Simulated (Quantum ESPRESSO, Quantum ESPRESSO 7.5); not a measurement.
## Al(110), stepped through the number of layers

Aim: how the results for Al(110) change with the number of layers.

Method: plane-wave DFT, PBE, GBRV ultrasoft pseudopotentials, in Quantum ESPRESSO 7.5.

The experiments to compare with:

“Properties of real metallic surfaces: Effects of density functional semilocality and van der Waals nonlocality” (2017, arxiv:1702.08515) quotes from earlier work for Al (clean (110) face): work function (clean (110) face) 4.23 eV.

This is a report of a sequence of runs, with most program output left out.

## 1. The starting structure

It takes space group Fm-3m (No. 225, cubic). The conventional cell has a = 4.050 Å, b = 4.050 Å, c = 4.050 Å, α = 90.00°, β = 90.00°, γ = 90.00°. Al has 12 Al at 2.86 Å nearest.

Set-up: Symmetric 1×1 slabs with 16 Å of vacuum in the starting cell; the two outer layers of each face relax in a periodic cell and the inner ones are held; a run under open boundaries (ESM, bc1) then gives the work function. Cold smearing of 0.02 Ry, one mesh for all thicknesses. The slabs take the lattice constants of the bulk relaxed by the same program.

Members 6, 7, 8 and 10 took the same steps and show in the table alone.

## 2. Variable-cell relaxation of the reference

The bulk crystal is relaxed in cell and atoms; the members are built on its lattice constants.

File ref.vc.in:

```
&control
  prefix = 'ref.vc'
  outdir = './out'
  pseudo_dir = './pseudo'
  nstep = 40
  forc_conv_thr = 0.0003
  calculation = 'vc-relax'
/
&system
  ibrav = 0
  nat = 1
  ntyp = 1
  ecutwfc = 50
  ecutrho = 250
  occupations = 'smearing'
  smearing = 'mv'
  degauss = 0.02
/
&electrons
  conv_thr = 1e-09
  mixing_beta = 0.4
  electron_maxstep = 120
/
&ions
/
&cell
  press_conv_thr = 0.3
/
ATOMIC_SPECIES
  Al  26.9815  al_pbe_v1.uspp.F.UPF
CELL_PARAMETERS angstrom
  0.00000000000000 2.02500000000000 2.02500000000000
  2.02500000000000 0.00000000000000 2.02500000000000
  2.02500000000000 2.02500000000000 0.00000000000000
ATOMIC_POSITIONS crystal
  Al  0.000000000000 0.000000000000 0.000000000000
K_POINTS automatic
  17 17 17 0 0 0
```

Started as:

```bash
$ OMP_NUM_THREADS=1 mpirun -n 4 pw.x -nk 4 -in ref.vc.in > ref.vc.out
```

Elapsed: 6.6 s, on 4 MPI ranks of Arm Neoverse V1, shared host; peak memory 0.19 GiB.

The steps of the relaxation:

```csv
step,energy less that of the first step (eV),largest force (eV/Å),volume (Å³)
1,0.0000,0.0000,16.61
2,-0.0002,0.0000,16.56
3,-0.0002,0.0000,16.48
4,-0.0002,0.0000,16.48
```

```csv
"conventional cell, symmetrised",before,after,change
a (Å),4.050,4.040,-0.3 %
b (Å),4.050,4.040,-0.3 %
c (Å),4.050,4.040,-0.3 %
volume (Å³/atom),16.61,16.48,-0.8 %
```

Final coordinates:

```
Al
1.0
     0.00000    2.01977    2.01977
     2.01977    0.00000    2.01977
     2.01977    2.01977    0.00000
Al
1
Direct
  0.00000 0.00000 0.00000
```

 The last row is no step: it is a fresh SCF in the final cell with a new plane-wave basis, +0 meV from the row before.

Read from the output:

| Item | Value |
| --- | --- |
| free energy | -91.2658 eV |
| Fermi energy | 7.908 eV |

## 3. Self-consistent run of the reference

A bulk run at that cell gives the reference energy and levels.

File ref.bulk.in:

```
&control
  prefix = 'ref.bulk'
  outdir = './out'
  pseudo_dir = './pseudo'
  calculation = 'scf'
  tprnfor = .true.
/
&system
  ibrav = 0
  nat = 1
  ntyp = 1
  ecutwfc = 40
  ecutrho = 200
  occupations = 'smearing'
  smearing = 'mv'
  degauss = 0.02
/
&electrons
  conv_thr = 1e-09
  mixing_beta = 0.4
  electron_maxstep = 120
/
ATOMIC_SPECIES
  Al  26.9815  al_pbe_v1.uspp.F.UPF
CELL_PARAMETERS angstrom
  0.00000000000000 2.01977479900000 2.01977479900000
  2.01977479900000 0.00000000000000 2.01977479900000
  2.01977479900000 2.01977479900000 0.00000000000000
ATOMIC_POSITIONS crystal
  Al  0.000000000000 0.000000000000 0.000000000000
K_POINTS automatic
  17 17 17 0 0 0
```

Started as:

```bash
$ OMP_NUM_THREADS=1 mpirun -n 4 pw.x -nk 4 -in ref.bulk.in > ref.bulk.out
```

Elapsed: 2.4 s, on 4 MPI ranks; peak memory 0.17 GiB.

This step gave:

| Item | Value |
| --- | --- |
| free energy | -91.2657 eV |

## 4. Relaxing the ions, 4 layers

What the set-up leaves free in this member is relaxed.

System of this step: Al(110), 4 layers. The cell holds 4 atoms: 4 Al. Its edges and angles: a = 4.040 Å, b = 2.856 Å, c = 20.243 Å, α = 90.0°, β = 90.0°, γ = 90.0°. It derives from Al. Vacuum lies along c.

File m0.relax.in:

```
&control
  prefix = 'm0.relax'
  outdir = './out'
  pseudo_dir = './pseudo'
  nstep = 40
  forc_conv_thr = 0.001
  calculation = 'relax'
/
&system
  ibrav = 0
  nat = 4
  ntyp = 1
  ecutwfc = 40
  ecutrho = 200
  occupations = 'smearing'
  smearing = 'mv'
  degauss = 0.02
/
&electrons
  conv_thr = 1e-08
  mixing_beta = 0.4
  electron_maxstep = 120
  mixing_mode = 'local-TF'
/
&ions
/
ATOMIC_SPECIES
  Al  26.9815  al_pbe_v1.uspp.F.UPF
CELL_PARAMETERS angstrom
  4.03954959800000 0.00000000000000 0.00000000000000
  0.00000000000000 2.85639291368519 0.00000000000000
  0.00000000000000 0.00000000000000 20.24330383176236
ATOMIC_POSITIONS crystal
  Al  0.500000000000 0.500000000000 0.394172675416
  Al  0.000000000000 0.000000000000 0.464724225139
  Al  0.500000000000 0.500000000000 0.535275774861
  Al  0.000000000000 0.000000000000 0.605827324584
K_POINTS automatic
  8 12 1 0 0 0
```

Started as:

```bash
$ OMP_NUM_THREADS=1 mpirun -n 4 pw.x -nk 4 -in m0.relax.in > m0.relax.out
```

Elapsed: 1.7 min, on 4 MPI ranks; peak memory 0.43 GiB; 6.8 min of CPU time.

Relaxation path:

```csv
step,energy less that of the first step (eV),largest force (eV/Å)
1,0.0000,0.1881
2,-0.0022,0.1789
3,-0.0043,0.1689
4,-0.0073,0.1538
5,-0.0111,0.1310
6,-0.0153,0.0961
7,-0.0186,0.0415
8,-0.0190,0.0261
9,-0.0191,0.0239
```

The atoms that moved most (Å):

```csv
atom,dx,dy,dz,length
Al1,0.000,0.000,0.071,0.071
Al4,0.000,0.000,-0.071,0.071
Al2,0.000,0.000,-0.043,0.043
Al3,0.000,0.000,0.043,0.043
```

Final coordinates:

```xyz
4
Lattice="4.0395 0.0000 0.0000 0.0000 2.8564 0.0000 0.0000 0.0000 20.2433" Properties=species:S:1:pos:R:3
Al    2.0198    1.4282    8.0500
Al    0.0000    0.0000    9.3645
Al    2.0198    1.4282   10.8788
Al    0.0000    0.0000   12.1933
```

The relaxation lowers the energy by 5 meV an atom.

Numbers from this step:

```
free energy  : -363.7256 eV
Fermi energy : -0.6865 eV
```

## 5. Ground state, 4 layers

A run under open boundaries on these atoms gives the vacuum levels.

File m0.esm.in:

```
&control
  prefix = 'm0.esm'
  outdir = './out'
  pseudo_dir = './pseudo'
  calculation = 'scf'
  tprnfor = .true.
/
&system
  ibrav = 0
  nat = 4
  ntyp = 1
  ecutwfc = 40
  ecutrho = 200
  occupations = 'smearing'
  smearing = 'mv'
  degauss = 0.02
  assume_isolated = 'esm'
  esm_bc = 'bc1'
/
&electrons
  conv_thr = 1e-08
  mixing_beta = 0.25
  electron_maxstep = 160
  mixing_mode = 'local-TF'
  mixing_ndim = 12
/
ATOMIC_SPECIES
  Al  26.9815  al_pbe_v1.uspp.F.UPF
CELL_PARAMETERS angstrom
  4.03954959800000 0.00000000000000 0.00000000000000
  0.00000000000000 2.85639291368519 0.00000000000000
  0.00000000000000 0.00000000000000 20.24330383176236
ATOMIC_POSITIONS crystal
  Al  0.500000000000 0.500000000000 -0.102339185600
  Al  0.000000000000 0.000000000000 -0.037401059700
  Al  0.500000000000 0.500000000000 0.037401059700
  Al  0.000000000000 0.000000000000 0.102339185600
K_POINTS automatic
  8 12 1 0 0 0
```

Started as:

```bash
$ OMP_NUM_THREADS=1 mpirun -n 4 pw.x -nk 4 -in m0.esm.in > m0.esm.out
```

Run time: 58 s. Hardware: 4 MPI ranks; peak memory 0.42 GiB; 3.8 min of CPU time.

Read from the output:

* Fermi energy: -4.152 eV
* vacuum line at the lower end of the cell, over the Fermi level: 4.152 eV
* vacuum line at the upper end of the cell, over the Fermi level: 4.153 eV

The potential energy, planar mean oscillates, so the rows of the table below give means over windows of 0.5 Å about each position, cut where the curve ends. Its maxima inside the range that stand out by 2 % of the span (Å: eV): -1.46: -6.38, 0.00: -4.35, 1.46: -6.38. Its minima: -2.02: -8.21, -0.79: -8.45, 0.79: -8.45, 2.02: -8.21.

Electrostatic potential energy of an electron; zero at the Fermi level. Potential energy, planar mean against z; means over each step:

z (Å), potential energy, planar mean (eV) and a bar from the least value:
```
    -10.0       4.15 ##############################
     -9.5       4.15 ##############################
     -9.0       4.15 ##############################
     -8.5       4.15 ##############################
     -8.0       4.15 ##############################
     -7.5       4.15 ##############################
     -7.0       4.15 ##############################
     -6.5       4.15 ##############################
     -6.0       4.15 ##############################
     -5.5       4.14 ##############################
     -5.0       4.12 ##############################
     -4.5       4.05 ##############################
     -4.0       3.82 #############################
     -3.5       3.07 ###########################
     -3.0       0.77 ######################
     -2.5      -4.30 #########
     -2.0      -7.87 
     -1.5      -6.70 ###
     -1.0      -7.77 
     -0.5      -7.12 ##
      0.0      -4.77 ########
      0.5      -7.12 ##
      1.0      -7.77 
      1.5      -6.70 ###
      2.0      -7.87 
      2.5      -4.30 #########
      3.0       0.77 ######################
      3.5       3.07 ###########################
      4.0       3.82 #############################
      4.5       4.05 ##############################
      5.0       4.12 ##############################
      5.5       4.14 ##############################
      6.0       4.15 ##############################
      6.5       4.15 ##############################
      7.0       4.15 ##############################
      7.5       4.15 ##############################
      8.0       4.15 ##############################
      8.5       4.15 ##############################
      9.0       4.15 ##############################
      9.5       4.15 ##############################
     10.0       4.15 ##############################
```

The vacuum levels are read from the outermost 0.7 Å of the cell on either side.

Inside the slab this potential holds the local part of the pseudopotentials, which can be repulsive at the nuclei; only its value in the vacuum has a meaning of its own.

## 6. Relaxing the ions, 5 layers

System of this step: Al(110), 5 layers. The cell holds 5 atoms: 5 Al. Cell: a = 4.040 Å, b = 2.856 Å, c = 21.672 Å, α = 90.0°, β = 90.0°, γ = 90.0°. It derives from Al. Vacuum lies along c.

File m1.relax.in:

```
&control
  prefix = 'm1.relax'
  outdir = './out'
  pseudo_dir = './pseudo'
  nstep = 40
  forc_conv_thr = 0.001
  calculation = 'relax'
/
&system
  ibrav = 0
  nat = 5
  ntyp = 1
  ecutwfc = 40
  ecutrho = 200
  occupations = 'smearing'
  smearing = 'mv'
  degauss = 0.02
/
&electrons
  conv_thr = 1e-08
  mixing_beta = 0.4
  electron_maxstep = 120
  mixing_mode = 'local-TF'
/
&ions
/
ATOMIC_SPECIES
  Al  26.9815  al_pbe_v1.uspp.F.UPF
CELL_PARAMETERS angstrom
  4.03954959800000 0.00000000000000 0.00000000000000
  0.00000000000000 2.85639291368519 0.00000000000000
  0.00000000000000 0.00000000000000 21.67150028860495
ATOMIC_POSITIONS crystal
  Al  0.000000000000 0.000000000000 0.368195885119
  Al  0.500000000000 0.500000000000 0.434097942559
  Al  0.000000000000 0.000000000000 0.500000000000 0 0 0
  Al  0.500000000000 0.500000000000 0.565902057441
  Al  0.000000000000 0.000000000000 0.631804114881
K_POINTS automatic
  8 12 1 0 0 0
```

Started as:

```bash
$ OMP_NUM_THREADS=1 mpirun -n 4 pw.x -nk 4 -in m1.relax.in > m1.relax.out
```

It took 2.2 min on 4 MPI ranks; peak memory 0.45 GiB; 9 min of CPU time.

Step by step:

```csv
step,energy less that of the first step (eV),largest force (eV/Å)
1,0.0000,0.2398
2,-0.0030,0.2226
3,-0.0059,0.2035
4,-0.0097,0.1745
5,-0.0139,0.1301
6,-0.0175,0.0616
7,-0.0182,0.0491
8,-0.0183,0.0472
9,-0.0185,0.0410
10,-0.0187,0.0308
11,-0.0189,0.0150
```

The atoms that moved most (Å):

```csv
atom,dx,dy,dz,length
Al5,0.000,0.000,-0.067,0.067
Al1,0.000,0.000,0.067,0.067
Al2,0.000,0.000,-0.018,0.018
Al4,0.000,0.000,0.018,0.018
```

Final coordinates:

```xyz
5
Lattice="4.0395 0.0000 0.0000 0.0000 2.8564 0.0000 0.0000 0.0000 21.6715" Properties=species:S:1:pos:R:3
Al    0.0000    0.0000    8.0467
Al    2.0198    1.4282    9.3900
Al    0.0000    0.0000   10.8358
Al    2.0198    1.4282   12.2815
Al    0.0000    0.0000   13.6248
```

The relaxation lowers the energy by 4 meV an atom. On the free atoms the largest force ends at 0.015 eV/Å.

Read from the output:

```
free energy  : -454.9551 eV
Fermi energy : -0.0161 eV
```

## 7. SCF with pw.x, 5 layers

File m1.esm.in:

```
&control
  prefix = 'm1.esm'
  outdir = './out'
  pseudo_dir = './pseudo'
  calculation = 'scf'
  tprnfor = .true.
/
&system
  ibrav = 0
  nat = 5
  ntyp = 1
  ecutwfc = 40
  ecutrho = 200
  occupations = 'smearing'
  smearing = 'mv'
  degauss = 0.02
  assume_isolated = 'esm'
  esm_bc = 'bc1'
/
&electrons
  conv_thr = 1e-08
  mixing_beta = 0.25
  electron_maxstep = 160
  mixing_mode = 'local-TF'
  mixing_ndim = 12
/
ATOMIC_SPECIES
  Al  26.9815  al_pbe_v1.uspp.F.UPF
CELL_PARAMETERS angstrom
  4.03954959800000 0.00000000000000 0.00000000000000
  0.00000000000000 2.85639291368519 0.00000000000000
  0.00000000000000 0.00000000000000 21.67150028860495
ATOMIC_POSITIONS crystal
  Al  0.000000000000 0.000000000000 -0.128696688000
  Al  0.500000000000 0.500000000000 -0.066712843100
  Al  0.000000000000 0.000000000000 0.000000000000
  Al  0.500000000000 0.500000000000 0.066712843100
  Al  0.000000000000 0.000000000000 0.128696688000
K_POINTS automatic
  8 12 1 0 0 0
```

Started as:

```bash
$ OMP_NUM_THREADS=1 mpirun -n 4 pw.x -nk 4 -in m1.esm.in > m1.esm.out
```

Run time: 73 s. Hardware: 4 MPI ranks; peak memory 0.46 GiB; 4.8 min of CPU time.

This step gave:

```
Fermi energy                                                   : -4.026 eV
vacuum line at the lower end of the cell, over the Fermi level : 4.026 eV
vacuum line at the upper end of the cell, over the Fermi level : 4.026 eV
```

Inside the slab this potential holds the local part of the pseudopotentials, which can be repulsive at the nuclei; only its value in the vacuum has a meaning of its own.

## 8. Relaxing the ions, 12 layers

System of this step: Al(110), 12 layers. The cell holds 12 atoms: 12 Al. Cell: a = 4.040 Å, b = 2.856 Å, c = 31.669 Å, α = 90.0°, β = 90.0°, γ = 90.0°. It derives from Al. Vacuum lies along c.

File m6.relax.in:

```
&control
  prefix = 'm6.relax'
  outdir = './out'
  pseudo_dir = './pseudo'
  nstep = 40
  forc_conv_thr = 0.001
  calculation = 'relax'
/
&system
  ibrav = 0
  nat = 12
  ntyp = 1
  ecutwfc = 40
  ecutrho = 200
  occupations = 'smearing'
  smearing = 'mv'
  degauss = 0.02
/
&electrons
  conv_thr = 1e-08
  mixing_beta = 0.4
  electron_maxstep = 120
  mixing_mode = 'local-TF'
/
&ions
/
ATOMIC_SPECIES
  Al  26.9815  al_pbe_v1.uspp.F.UPF
CELL_PARAMETERS angstrom
  4.03954959800000 0.00000000000000 0.00000000000000
  0.00000000000000 2.85639291368519 0.00000000000000
  0.00000000000000 0.00000000000000 31.66887548650312
ATOMIC_POSITIONS crystal
  Al  0.500000000000 0.500000000000 0.251962127105
  Al  0.000000000000 0.000000000000 0.297059922177
  Al  0.500000000000 0.500000000000 0.342157717249 0 0 0
  Al  0.000000000000 0.000000000000 0.387255512321 0 0 0
  Al  0.500000000000 0.500000000000 0.432353307392 0 0 0
  Al  0.000000000000 0.000000000000 0.477451102464 0 0 0
  Al  0.500000000000 0.500000000000 0.522548897536 0 0 0
  Al  0.000000000000 0.000000000000 0.567646692608 0 0 0
  Al  0.500000000000 0.500000000000 0.612744487679 0 0 0
  Al  0.000000000000 0.000000000000 0.657842282751 0 0 0
  Al  0.500000000000 0.500000000000 0.702940077823
  Al  0.000000000000 0.000000000000 0.748037872895
K_POINTS automatic
  8 12 1 0 0 0
```

Started as:

```bash
$ OMP_NUM_THREADS=1 mpirun -n 4 pw.x -nk 4 -in m6.relax.in > m6.relax.out
```

Elapsed: 9.4 min, on 4 MPI ranks; peak memory 0.72 GiB; 38 min of CPU time.

Relaxation path:

```csv
step,energy less that of the first step (eV),largest force (eV/Å)
1,0.0000,0.2326
2,-0.0043,0.2161
3,-0.0085,0.1977
4,-0.0141,0.1697
5,-0.0206,0.1270
6,-0.0265,0.0608
7,-0.0278,0.0089
8,-0.0278,0.0083
```

The atoms that moved most (Å):

```csv
atom,dx,dy,dz,length
Al1,0.000,0.000,0.062,0.062
Al12,0.000,0.000,-0.062,0.062
Al2,0.000,0.000,-0.058,0.058
Al11,0.000,0.000,0.058,0.058
```

Final coordinates:

```cif
data_structure
_symmetry_space_group_name_H-M 'P 1'
_symmetry_Int_Tables_number 1
_cell_length_a 4.0395
_cell_length_b 2.8564
_cell_length_c 31.6689
_cell_angle_alpha 90.000
_cell_angle_beta 90.000
_cell_angle_gamma 90.000
_cell_volume 365.41
loop_
_atom_site_label
_atom_site_type_symbol
_atom_site_fract_x
_atom_site_fract_y
_atom_site_fract_z
_atom_site_occupancy
Al1 Al 0.50000 0.50000 0.25391 1
Al2 Al 0.00000 0.00000 0.29524 1
Al3 Al 0.50000 0.50000 0.34216 1
Al4 Al 0.00000 0.00000 0.38726 1
Al5 Al 0.50000 0.50000 0.43235 1
Al6 Al 0.00000 0.00000 0.47745 1
Al7 Al 0.50000 0.50000 0.52255 1
Al8 Al 0.00000 0.00000 0.56765 1
Al9 Al 0.50000 0.50000 0.61274 1
Al10 Al 0.00000 0.00000 0.65784 1
Al11 Al 0.50000 0.50000 0.70476 1
Al12 Al 0.00000 0.00000 0.74609 1
```

The relaxation lowers the energy by 2 meV an atom. On the free atoms the largest force ends at 0.008 eV/Å.

This step gave:

| Item | Value |
| --- | --- |
| free energy | -1093.7255 eV |
| Fermi energy | 2.524 eV |

## 9. Self-consistent run, 12 layers

File m6.esm.in:

```
&control
  prefix = 'm6.esm'
  outdir = './out'
  pseudo_dir = './pseudo'
  calculation = 'scf'
  tprnfor = .true.
/
&system
  ibrav = 0
  nat = 12
  ntyp = 1
  ecutwfc = 40
  ecutrho = 200
  occupations = 'smearing'
  smearing = 'mv'
  degauss = 0.02
  assume_isolated = 'esm'
  esm_bc = 'bc1'
/
&electrons
  conv_thr = 1e-08
  mixing_beta = 0.25
  electron_maxstep = 160
  mixing_mode = 'local-TF'
  mixing_ndim = 12
/
ATOMIC_SPECIES
  Al  26.9815  al_pbe_v1.uspp.F.UPF
CELL_PARAMETERS angstrom
  4.03954959800000 0.00000000000000 0.00000000000000
  0.00000000000000 2.85639291368519 0.00000000000000
  0.00000000000000 0.00000000000000 31.66887548650312
ATOMIC_POSITIONS crystal
  Al  0.500000000000 0.500000000000 -0.246093886800
  Al  0.000000000000 0.000000000000 -0.204763892600
  Al  0.500000000000 0.500000000000 -0.157842282800
  Al  0.000000000000 0.000000000000 -0.112744487700
  Al  0.500000000000 0.500000000000 -0.067646692600
  Al  0.000000000000 0.000000000000 -0.022548897500
  Al  0.500000000000 0.500000000000 0.022548897500
  Al  0.000000000000 0.000000000000 0.067646692600
  Al  0.500000000000 0.500000000000 0.112744487700
  Al  0.000000000000 0.000000000000 0.157842282800
  Al  0.500000000000 0.500000000000 0.204763892600
  Al  0.000000000000 0.000000000000 0.246093886800
K_POINTS automatic
  8 12 1 0 0 0
```

Started as:

```bash
$ OMP_NUM_THREADS=1 mpirun -n 4 pw.x -nk 4 -in m6.esm.in > m6.esm.out
```

Elapsed: 4.5 min, on 4 MPI ranks; peak memory 0.71 GiB; 18 min of CPU time.

This step gave:

```
Fermi energy                                                   : -3.999 eV
vacuum line at the lower end of the cell, over the Fermi level : 3.999 eV
vacuum line at the upper end of the cell, over the Fermi level : 3.999 eV
```

Inside the slab this potential holds the local part of the pseudopotentials, which can be repulsive at the nuclei; only its value in the vacuum has a meaning of its own.

(Continued in part 2 of 2.)

[Logs are printed without paths, hosts, clocks, repeated set-up lines and the standing remarks that a program may print on its own settings, such as how far it seeks lower states.]

[Hosts, paths, dates, database ids (printed as entryN), source tags and the programs' standing remarks are cut or masked in the printed files.]

[Maps of the electrostatic potential energy from Ansatz leave out the sawtooth potential of an applied field or a dipole correction, so their vacuum need not be flat; planar profiles and work functions include it.]
